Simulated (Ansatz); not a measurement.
## Localised basis functions on H-capped Sn nanowire along [110] (24 atoms)

Wanted: errors and times of a linear-scaling basis for H-capped Sn nanowire along [110] (24 atoms). A setting counts as converged where the r.m.s. difference of forces stays under 1 % of the r.m.s. force.

Method: Kohn-Sham DFT, PBE, PAW (set soft_2), plane waves, in Ansatz 0.2.0.

### Step 1. The starting structure

The cell holds 24 atoms: 8 Sn and 16 H. Its edges and angles: a = 13.597 Å, b = 12.792 Å, c = 18.354 Å, α = 90.0°, β = 90.0°, γ = 90.0°. It derives from Sn (diamond-structure). Round section of size parameter 3.53 Å cut from diamond-structure Sn (a = 6.489 Å) along [110], 4 periods, broken bonds capped with H, 10 Å of vacuum. Regions: wire, 8 atoms (8 Sn); hydrogen, 16 atoms (16 H). Vacuum lies along a and b. The structure repeats along c.

What the set-up can't give: Beside vacuum, support functions can miss their usual error bounds without a warning. Only the Γ point is sampled, in a cell whose periodic width is 18 Å.

### Step 2. Plane-wave single point

The first run fixes the reference, at a cutoff of 420 eV.

input.yaml

```yaml
crystal:
  lattice:
    - [13.59679, 0.0, 0.0]
    - [0.0, 12.79242, 0.0]
    - [0.0, 0.0, 18.35366]
  atoms:
    - { symbol: Sn, position: [0.44087, 0.50027, 0.00123] }
    - { symbol: Sn, position: [0.55955, 0.49939, 0.12735] }
    - { symbol: Sn, position: [0.44194, 0.49864, 0.25116] }
    - { symbol: Sn, position: [0.56041, 0.49925, 0.374] }
    - { symbol: Sn, position: [0.43969, 0.49955, 0.49751] }
    - { symbol: Sn, position: [0.55866, 0.49933, 0.62377] }
    - { symbol: Sn, position: [0.44218, 0.50207, 0.75212] }
    - { symbol: Sn, position: [0.55951, 0.50076, 0.87567] }
    - { symbol: H, position: [0.36818, 0.39276, 0.99771] }
    - { symbol: H, position: [0.36982, 0.6103, 0.99948] }
    - { symbol: H, position: [0.63425, 0.60658, 0.12496] }
    - { symbol: H, position: [0.6343, 0.39116, 0.12869] }
    - { symbol: H, position: [0.36692, 0.60719, 0.24907] }
    - { symbol: H, position: [0.36609, 0.38984, 0.24997] }
    - { symbol: H, position: [0.63307, 0.39307, 0.37438] }
    - { symbol: H, position: [0.63092, 0.61011, 0.37539] }
    - { symbol: H, position: [0.36787, 0.39184, 0.50051] }
    - { symbol: H, position: [0.37016, 0.60859, 0.49817] }
    - { symbol: H, position: [0.63263, 0.39285, 0.62656] }
    - { symbol: H, position: [0.63189, 0.60888, 0.62501] }
    - { symbol: H, position: [0.36704, 0.6095, 0.74959] }
    - { symbol: H, position: [0.36811, 0.391, 0.75128] }
    - { symbol: H, position: [0.63276, 0.61119, 0.87585] }
    - { symbol: H, position: [0.63278, 0.39049, 0.87419] }
kpoints:
  mp_grid: { grid: [1, 1, 1] }
hamiltonian:
  xc: pbe
scf:
  occupations: { method: fermi_dirac, width: 0.05 }
output:
  forces: true
  populations: true
  dos:
    method: { smearing: { sigma: 0.1 } }
    de: 0.1
    projected:
      site_lists:
        H: [H]
        Sn: [Sn]
        wire: [0, 1, 2, 3, 4, 5, 6, 7]
        hydrogen: [8, 9, 10, 11, 12, 13, 14, 15, 16, 17, 18, 19, 20, 21, 22, 23]
  eigenvalues: true
  write_density: true
  write_potential: true
  volumetric_format: npy
  elf: true
```

Command:

```sh
$ ansatz run input.yaml --threads 8 --pin off --max-ram 15872MiB --backend cpu --events-out ev --progress --plain --runs-dir out
```

Log:

```text
Engine: ansatz 0.2.0, x86_64-unknown-linux-gnu
Pseudopotentials: kind: paw
Pseudopotential: Sn, paw, valence charge 14, recommended cutoff 420 eV (normal), Sn.paw.azcp
Pseudopotential: H, paw, valence charge 1, recommended cutoff 420 eV (normal), H.paw.azcp
[... 5 lines on functional and potentials left out ...]
Crystal: 24 atoms, lattice volume = 3192.359 Å³
Basis set: ecut = 420 eV, 62507 PW (Γ), exchange–correlation on 192×180×250 points (8 copies of the dense FFT grid, shifted against one another)
Bands: 88, of which v1, the nominal top of the filled ones, is band 64 counted from 1 (63 counted from 0)
Symmetry: 1 space group operations
Space group: P1 (ITA 1), of the structure as read, at distance tolerance 1.5e-4 Å
k-points: 1
[... 5 lines on functional and potentials left out ...]
Initial density: superposition of atomic densities (neutral atoms: chi_scale 0, normalization atom), corrected by the library's trained network
Initial wavefunctions: pseudopotential atomic-orbital guess
Functional: x = pbe(κ = 0.804, μ = 0.219515), c = pbe(β = 0.066725)
SCF iter   1: F=—  HF=-48441.186339 eV  |F-HF|=—  |Δ(HF+E_count)|=         —  Δρ=6.48e-4  dr2=3.02e-2  ethr=1.77e-3  ⟨swp⟩=13.0  Hψ=564  notcnv=0  defer=1
preconditioner: auto → Resta (q_TF=auto, 1.596 Å⁻¹)  ε∞=1.3  [insulator: Δε(μ)=2.404 eV  Ē_g=8.386 eV  σ=0.050 eV  W_gap=1.00  n_scr=224 (ndim 8)  ℏωp=4.6 eV  f_vac=0.805  D(μ)=0.00/eV (n_scr^D=0)  ε∞_Penn≈1.3  vacuum switching on, ρ_ref=5.1e-3 e/Å³]
SCF iter   2: F=—  HF=-48441.199018 eV  |F-HF|=—  |Δ(HF+E_count)|=   1.27e-2  Δρ=3.09e-4  dr2=5.89e-3  ethr=2.36e-5  ⟨swp⟩=3.0  Hψ=181  notcnv=0  defer=19
SCF iter   3: F=—  HF=-48441.203432 eV  |F-HF|=—  |Δ(HF+E_count)|=   4.41e-3  Δρ=1.11e-4  dr2=8.47e-4  ethr=4.60e-6  ⟨swp⟩=2.0  Hψ=98  notcnv=0  defer=19
SCF iter   4: F=—  HF=-48441.203862 eV  |F-HF|=—  |Δ(HF+E_count)|=   4.30e-4  Δρ=4.04e-5  dr2=6.69e-5  ethr=6.62e-7  ⟨swp⟩=2.0  Hψ=133  notcnv=0  defer=19
SCF iter   5: F=—  HF=-48441.203861 eV  |F-HF|=—  |Δ(HF+E_count)|=   1.17e-6  Δρ=1.37e-5  dr2=7.34e-6  ethr=5.23e-8  ⟨swp⟩=3.0  Hψ=152  notcnv=0  defer=19
SCF iter   6: F=—  HF=-48441.203884 eV  |F-HF|=—  |Δ(HF+E_count)|=   2.33e-5  Δρ=3.52e-6  dr2=4.85e-7  ethr=5.73e-9  ⟨swp⟩=2.0  Hψ=93  notcnv=0  defer=19
SCF iter   7: F=-48441.203886 eV  HF=-48441.203886 eV  |F-HF|=4.00e-8  |Δ(HF+E_count)|=   1.44e-6  Δρ=8.81e-7  dr2=3.34e-8  ethr=7.81e-11  ⟨swp⟩=27.0  Hψ=828  notcnv=0
SCF 1 converged in 7 iterations: F = -48441.203886 eV  dr2 = 3.34e-8
  greatest PAW one-centre occupation: 0.990 electrons in one spin orbital (limit 2), on the Sn atom at site 0 (counted from 0), in its partial waves of l = 2
WARN: The output density's exchange-correlation potential varies sharply where the density is thin. Do not read a vacuum level from v_tot or v_xc, or from such a field of the output density. On a cell that repeats whose density bears no net charge and no dipole along the vacuum's axis use v_es (v_loc + v_h of the components); [...]
SCF converged after 7 iterations
Free energy (F): -48441.203886 eV
Harris-Foulkes:  -48441.203886 eV  (|F-HF|=4.00e-8)
Internal energy: -48441.203886 eV  (E = F + TS)
E sigma→0 (E₀):  -48441.203886 eV
Fermi energy:    -2.908460 eV
--- Per-component energies (eV) ---
  E_band       = -2341.886881
  E_kinetic    = 1704.659720
  E_local      = -33265.083248  (includes V_loc(G=0)·N_el)
  E_nonlocal   = -227.930748
  E_hartree    = 16639.748440
  E_xc         = -3186.254982
  E_vxc        = -932.490610  (∫ρ·V_xc dr)
  E_paw        = -33128.391919  (= ΣΔE_a)
  E_vpaw       = -2900.510488  (= ΣTr[D̂ρ^β])
  E_aug_tail   = -0.018310  (compensation charges beyond the density's cutoff)
  E_ewald      = 3022.067161
  E_smearing   = -0.000000  (= −TS)
  E_closure    = -0.000000  (closes the sum)
  Σ components = -48441.203886   (vs F -48441.203886, Δ=0.00e0)
--- Forces (eV/Å), atoms counted from 1 ---
  atom   1  Sn     0.67764334     0.10465474    -0.01301996
  atom   2  Sn    -0.33635001    -0.13392312    -0.24278762
  atom   3  Sn    -0.06304140    -0.04313897    -0.10611144
  atom   4  Sn    -0.57648692     0.35042106     0.19368753
  atom   5  Sn     0.87153091    -0.07692769     0.21285547
  atom   6  Sn    -0.61930836     0.30752871     0.12752919
  atom   7  Sn     0.13039480    -0.31179251    -0.41853486
  atom   8  Sn    -0.08878721     0.04258891     0.20672654
  atom   9  H     -0.28962195    -0.30038803     0.03014586
  atom  10  H     -0.18182557     0.16648683     0.02950856
  atom  11  H      0.14726588     0.20886159     0.02328477
  atom  12  H      0.07041456    -0.09738573    -0.03361569
  atom  13  H     -0.03246644     0.02758264     0.03800269
  atom  14  H      0.05203974     0.05856636     0.01426243
[...]
atom  23  H      0.04360862    -0.06124779    -0.00313688
  atom  24  H      0.04103081     0.04806053     0.00154934
  max |Σ_I F_I| component: 2.07e-5 eV/Å
--- Band table (eV) ---
  k-point 0: bands = ["-24.8070", "-24.7709", "-24.7314", "-24.7099", [... 72 levels ...], "0.5173", "0.5747", "0.7057", "0.7625", "0.8313", "1.1030", "1.2048", "1.2352", "1.3239", "1.3341", "1.3580", "1.5003"]
--- Löwdin populations: 24 sites ---
  site symbol       q [e]
     0     Sn     13.7057
     1     Sn     13.7102
     2     Sn     13.7135
[...]
23      H      1.0949
  spilling = 0.006246 (of n_electrons = 128.000000)
```

It took 4.6 s on 8 threads of Intel Xeon Platinum 8488C (Sapphire Rapids), shared host; peak memory 1.9 GiB.

Reading the cycles: dr2 is the Hartree energy of the density residual (eV), the measure of convergence; HF is the Harris–Foulkes estimate of the energy, which meets the free energy F at convergence.

The program notes that the exchange-correlation potential is rough where the density is thin.

Read from the output:

| Property | Result |
| --- | --- |
| free energy | -48441.2039 eV |
| free energy per atom | -2018.3835 eV/atom |
| SCF cycles | 7 |
| r.m.s. force component | 0.2461 eV/Å |
| longest force | 0.9004 eV/Å |
| Fermi energy | -2.908 eV |
| gap (highest filled to lowest empty level) | 2.388 eV |
| spilling of the projection | 0.006246 |

The r.m.s. force component of 0.25 eV/Å sets the scale for the differences below.

### Step 3. Support functions low

With localised support functions most steps grow linearly with size, though the diagonalisation grows faster unless the density matrix is cut; this run measures error and cost at this size.

This step: Kohn-Sham DFT, PBE, PAW (set soft_2), localised support functions (low) (Ansatz 0.2.0).

input.yaml, the sections that differ from step 2:

```yaml
scf:
  occupations: { method: fermi_dirac, width: 0.05 }
  eigensolver: { kind: { support_functions: { accuracy: low } } }
  mixing: { beta: 0.4 }
  max_iter: 150
output:
  forces: true
  eigenvalues: true
# crystal, kpoints, hamiltonian: as in step 2
```

Log:

```text
Warning: scf.eigensolver.kind.support_functions: disabling space-group detection — the functions' gradient is summed over unrotated k-points, so no spatial operation reduces the k-mesh or symmetrises the density; time reversal is kept, so that k and −k are solved as one point where they differ and the mesh holds both, and exact exchange and, on two spinor components, a DFT+U term hold to it where the run has them: [...]
settings of this run that can trade accuracy for cost: scf.eigensolver.kind.support_functions; scf.eigensolver.kind.support_functions.accuracy: low [...]
[...]
Crystal: 24 atoms, lattice volume = 3192.359 Å³
Basis set: ecut = 420 eV, 62507 PW (Γ), exchange–correlation on 192×180×250 points (8 copies of the dense FFT grid, shifted against one another)
Bands: 77, of which v1, the nominal top of the filled ones, is band 64 counted from 1 (63 counted from 0)
Symmetry: 1 space group operations
k-points: 1
[...]
SCF iter   1: F=—  HF=-48428.896968 eV  |F-HF|=—  |Δ(HF+E_count)|=         —  Δρ=1.80e-2  dr2=1.01e1  ethr=1.00e-1
[...]
SCF iter   9: F=—  HF=-48441.245770 eV  |F-HF|=—  |Δ(HF+E_count)|=   8.36e-5  Δρ=1.83e-5  dr2=1.11e-5  ethr=3.08e-8  κ⁻¹=8.5e-8(r=7)
SCF iter  10: F=-48441.245822 eV  HF=-48441.245822 eV  |F-HF|=1.20e-7  |Δ(HF+E_count)|=   5.24e-5  Δρ=4.97e-6  dr2=1.02e-6  ethr=8.68e-9
SCF 1 converged in 10 iterations: F = -48441.246156 eV  dr2 = 1.02e-6
[...]
SCF converged after 10 iterations
Stability not checked: this state was not tested for a lower state beside it, because the mixer in use, unlike msr1, does not test its closes by its own steps (another_mixer; see scf.mixing.algorithm and scf.lower_state_search)
Free energy (F): -48441.246156 eV
[...]
Internal energy: -48441.246156 eV  (E = F + TS)
E sigma→0 (E₀):  -48441.246156 eV
Fermi energy:    -2.907958 eV
[...]
Σ components = -48441.246156   (vs F -48441.246156, Δ=0.00e0)
--- Forces (eV/Å), atoms counted from 1 ---
  atom   1  Sn     0.67530452     0.10432140    -0.01310334
  atom   2  Sn    -0.33429790    -0.13374892    -0.24277724
  atom   3  Sn    -0.06429093    -0.04294928    -0.10624295
  atom   4  Sn    -0.57380555     0.34939503     0.19371358
[...]
atom  24  H      0.03978299     0.05011894     0.00156183
  max |Σ_I F_I| component: 2.23e-4 eV/Å
--- Band table (eV) ---
[...]
```

Run time: 19 s. Hardware: 8 threads; peak memory 3.1 GiB; 2.2 min of CPU time.

The program notes that the band table was not solved further than the SCF left it and it switched symmetry off.

Keys that differ from the reference: support_functions.accuracy = "low", scf.max_iter = 150 and scf.mixing.beta = 0.4.

Forces differ from the reference by 1.6 meV/Å r.m.s., 0.64 % of their size, within a tolerance of 1 %; the energy by -1.8 meV/atom. It took roughly 4.1 times the reference's time (one timing each, with unlike analyses asked), in 10 cycles against 7.

### Step 4. Support functions medium

The cell is solved in localised support functions.

This step: Kohn-Sham DFT, PBE, PAW (set soft_2), localised support functions (medium) (Ansatz 0.2.0).

input.yaml, the sections that differ from step 3:

```yaml
scf:
  occupations: { method: fermi_dirac, width: 0.05 }
  eigensolver: { kind: { support_functions: { accuracy: medium } } }
  mixing: { beta: 0.4 }
  max_iter: 150
# crystal, kpoints, hamiltonian, output: as in step 3
```

Log:

```text
[...]
Crystal: 24 atoms, lattice volume = 3192.359 Å³
Basis set: ecut = 420 eV, 62507 PW (Γ), exchange–correlation on 192×180×250 points (8 copies of the dense FFT grid, shifted against one another)
Bands: 77, of which v1, the nominal top of the filled ones, is band 64 counted from 1 (63 counted from 0)
Symmetry: 1 space group operations
k-points: 1
[...]
SCF iter   1: F=—  HF=-48428.857384 eV  |F-HF|=—  |Δ(HF+E_count)|=         —  Δρ=1.80e-2  dr2=1.02e1  ethr=1.00e-1
[...]
SCF iter  10: F=—  HF=-48441.245812 eV  |F-HF|=—  |Δ(HF+E_count)|=   5.63e-5  Δρ=5.55e-6  dr2=1.02e-6  ethr=1.08e-8  κ⁻¹=1.7e-7(r=7)
SCF iter  11: F=-48441.245854 eV  HF=-48441.245854 eV  |F-HF|=1.31e-7  |Δ(HF+E_count)|=   4.22e-5  Δρ=3.34e-6  dr2=4.13e-7  ethr=7.94e-10
SCF 1 converged in 11 iterations: F = -48441.246157 eV  dr2 = 4.13e-7
[...]
SCF converged after 11 iterations
[...]
Free energy (F): -48441.246157 eV
[...]
Internal energy: -48441.246157 eV  (E = F + TS)
E sigma→0 (E₀):  -48441.246157 eV
Fermi energy:    -2.908214 eV
[...]
Σ components = -48441.246157   (vs F -48441.246157, Δ=0.00e0)
--- Forces (eV/Å), atoms counted from 1 ---
  atom   1  Sn     0.67520701     0.10436349    -0.01320173
  atom   2  Sn    -0.33412220    -0.13370979    -0.24287677
  atom   3  Sn    -0.06443530    -0.04303405    -0.10616206
  atom   4  Sn    -0.57375544     0.34937290     0.19363849
[...]
atom  24  H      0.03984032     0.05009132     0.00155597
  max |Σ_I F_I| component: 4.41e-4 eV/Å
--- Band table (eV) ---
[...]
```

Wall time 21 s (8 threads); peak memory 3.3 GiB.

Keys that differ from the reference: support_functions.accuracy = "medium", scf.max_iter = 150 and scf.mixing.beta = 0.4.

Forces differ from the reference by 1.6 meV/Å r.m.s., 0.63 % of their size, within a tolerance of 1 %; the energy by -1.8 meV/atom. It took roughly 4.6 times the reference's time (one timing each, with unlike analyses asked), in 11 cycles against 7.

### Step 5. Support functions medium, radius 4.49 Å

The radius confines each support function; a larger one gives more freedom and more work per atom.

input.yaml, the sections that differ from step 4:

```yaml
scf:
  occupations: { method: fermi_dirac, width: 0.05 }
  eigensolver: { kind: { support_functions: { accuracy: medium, radius: 4.49 } } }
  mixing: { beta: 0.4 }
  max_iter: 150
# crystal, kpoints, hamiltonian, output: as in step 4
```

Log:

```text
Warning: scf.eigensolver.kind.support_functions: disabling space-group detection — the functions' gradient is summed over unrotated k-points, so no spatial operation reduces the k-mesh or symmetrises the density; time reversal is kept, so that k and −k are solved as one point where they differ and the mesh holds both, and exact exchange and, on two spinor components, a DFT+U term hold to it where the run has them: [...]
settings of this run that can trade accuracy for cost: scf.eigensolver.kind.support_functions [...]
Engine: ansatz 0.2.0, x86_64-unknown-linux-gnu
Pseudopotentials: kind: paw
Pseudopotential: Sn, paw, valence charge 14, recommended cutoff 420 eV (normal), Sn.paw.azcp
Pseudopotential: H, paw, valence charge 1, recommended cutoff 420 eV (normal), H.paw.azcp
[... 5 lines on functional and potentials left out ...]
Error: SCF: the radius of support functions is under 5.02 Å, the least for these sites at the functions' level (scf.eigensolver.kind.support_functions.accuracy). Use scf.eigensolver.kind: auto, or type scf.eigensolver.kind.support_functions.radius at least as long, [...]
```

Run time: 0.67 s. Hardware: 8 threads; peak memory 0.46 GiB; 2.8 s of CPU time.

The program refuses radii under 5.02 Å for these atoms at this level.

### Step 6. Support functions medium, radius 5.12 Å

The radius confines each support function; a larger one gives more freedom and more work per atom.

input.yaml, the sections that differ from step 5:

```yaml
scf:
  occupations: { method: fermi_dirac, width: 0.05 }
  eigensolver: { kind: { support_functions: { accuracy: medium, radius: 5.12 } } }
  mixing: { beta: 0.4 }
  max_iter: 150
# crystal, kpoints, hamiltonian, output: as in step 5
```

Log:

```text
[...]
Crystal: 24 atoms, lattice volume = 3192.359 Å³
Basis set: ecut = 420 eV, 62507 PW (Γ), exchange–correlation on 192×180×250 points (8 copies of the dense FFT grid, shifted against one another)
Bands: 77, of which v1, the nominal top of the filled ones, is band 64 counted from 1 (63 counted from 0)
Symmetry: 1 space group operations
k-points: 1
[...]
SCF iter   1: F=—  HF=-48428.844751 eV  |F-HF|=—  |Δ(HF+E_count)|=         —  Δρ=1.80e-2  dr2=1.02e1  ethr=1.00e-1
[...]
SCF iter  10: F=—  HF=-48441.245724 eV  |F-HF|=—  |Δ(HF+E_count)|=   7.23e-5  Δρ=5.53e-6  dr2=1.04e-6  ethr=9.95e-9  κ⁻¹=1.6e-7(r=7)
SCF iter  11: F=-48441.245778 eV  HF=-48441.245778 eV  |F-HF|=1.15e-7  |Δ(HF+E_count)|=   5.38e-5  Δρ=3.11e-6  dr2=3.76e-7  ethr=8.10e-10
SCF 1 converged in 11 iterations: F = -48441.246157 eV  dr2 = 3.76e-7
[...]
SCF converged after 11 iterations
[...]
Free energy (F): -48441.246157 eV
[...]
Internal energy: -48441.246157 eV  (E = F + TS)
E sigma→0 (E₀):  -48441.246157 eV
Fermi energy:    -2.908229 eV
[...]
Σ components = -48441.246157   (vs F -48441.246157, Δ=0.00e0)
--- Forces (eV/Å), atoms counted from 1 ---
  atom   1  Sn     0.67522257     0.10433273    -0.01318290
  atom   2  Sn    -0.33416668    -0.13369697    -0.24285396
  atom   3  Sn    -0.06446153    -0.04299379    -0.10613024
  atom   4  Sn    -0.57378790     0.34938713     0.19361360
[...]
atom  24  H      0.03984519     0.05010542     0.00156571
  max |Σ_I F_I| component: 4.27e-4 eV/Å
--- Band table (eV) ---
[...]
```

It took 19 s on 8 threads; peak memory 3.2 GiB; 2.4 min of CPU time.

Keys that differ from the reference: support_functions.accuracy = "medium", support_functions.radius = 5.12, scf.max_iter = 150 and scf.mixing.beta = 0.4.

Forces differ from the reference by 1.6 meV/Å r.m.s., 0.63 % of their size, within a tolerance of 1 %; the energy by -1.8 meV/atom. It took roughly 4.2 times the reference's time (one timing each, with unlike analyses asked), in 11 cycles against 7.

(Continued in part 2 of 2.)

[Long decimals in the printed logs are rounded to 6 places.]

[Logs are printed without paths, hosts, clocks, repeated set-up lines and the standing remarks that a program may print on its own settings, such as how far it seeks lower states.]

[Hosts, paths, dates, database ids (printed as entryN), source tags and the programs' standing remarks are cut or masked in the printed files.]
